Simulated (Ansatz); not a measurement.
System: BaTiO3 (R3m).

```xyz
5
Lattice="2.8274 1.6324 2.3184 -2.8274 1.6324 2.3184 0.0000 -3.2648 2.3184" Properties=species:S:1:pos:R:3 pbc="T T T"
Ba    0.0000    0.0000    0.0000
Ti    0.0000    0.0000    3.3698
O     0.0000    1.6033    2.3988
O    -1.3885   -0.8017    2.3988
O     1.3885   -0.8017    2.3988
```

The cell and positions come from the Crystallography Open Database and are kept as given unless a step says otherwise. Spin-orbit coupling is left out unless a run names it. PAW set soft_2, made with PBE.

Gaps computed with Ansatz 0.2.0 without a self-energy: LDA 2.35 eV, r2SCAN 2.80 eV, r2SCAN+SOC 2.79 eV, HSE06 3.89 eV and PBE0 4.64 eV. The mean ε∞ by r2SCAN perturbation theory is 5.34.

Question: What gap should G0W0 on r2SCAN give (4×4×4 mesh, 508 empty bands, screening to 230 eV, default PAW files)?

About 4.09 eV: on its mesh the run moves the gap from 2.80 eV by +1.29 eV. Among the scalar-relativistic levels given, HSE06 is nearest (−0.20 eV). One-shot corrections scale roughly with one over ε∞, here 0.19. Bands and cutoff are finite, so the gap is not at the basis limit. The miss can reach some tenths of an eV and take either sign; the mesh is an error of its own. The 4×4×4 mesh is coarse for this cell (its supercell is 16 Å along the shortest edge). The RPA ε∞ on it, from the r2SCAN start, is 4.73 and 5.12; such meshes misread the long-range screening, most where the gap is narrow. The many-body steps are scalar-relativistic: spin-orbit coupling is not in them.

[Paths, hosts, dates, memory and timing lines, banners, echoed tables and standing remarks are left out of the program output.]

[Logs are printed without paths, hosts, clocks, repeated set-up lines and the standing remarks that a program may print on its own settings, such as how far it seeks lower states.]

[Runs of the session that timed out or met a known fault of the program may be left out.]

[Cells called generated may have been cut or substituted from an entry of the Crystallography Open Database or the Materials Project.]

[Hosts, paths, dates, database ids (printed as entryN), source tags and the programs' standing remarks are cut or masked in the printed files.]
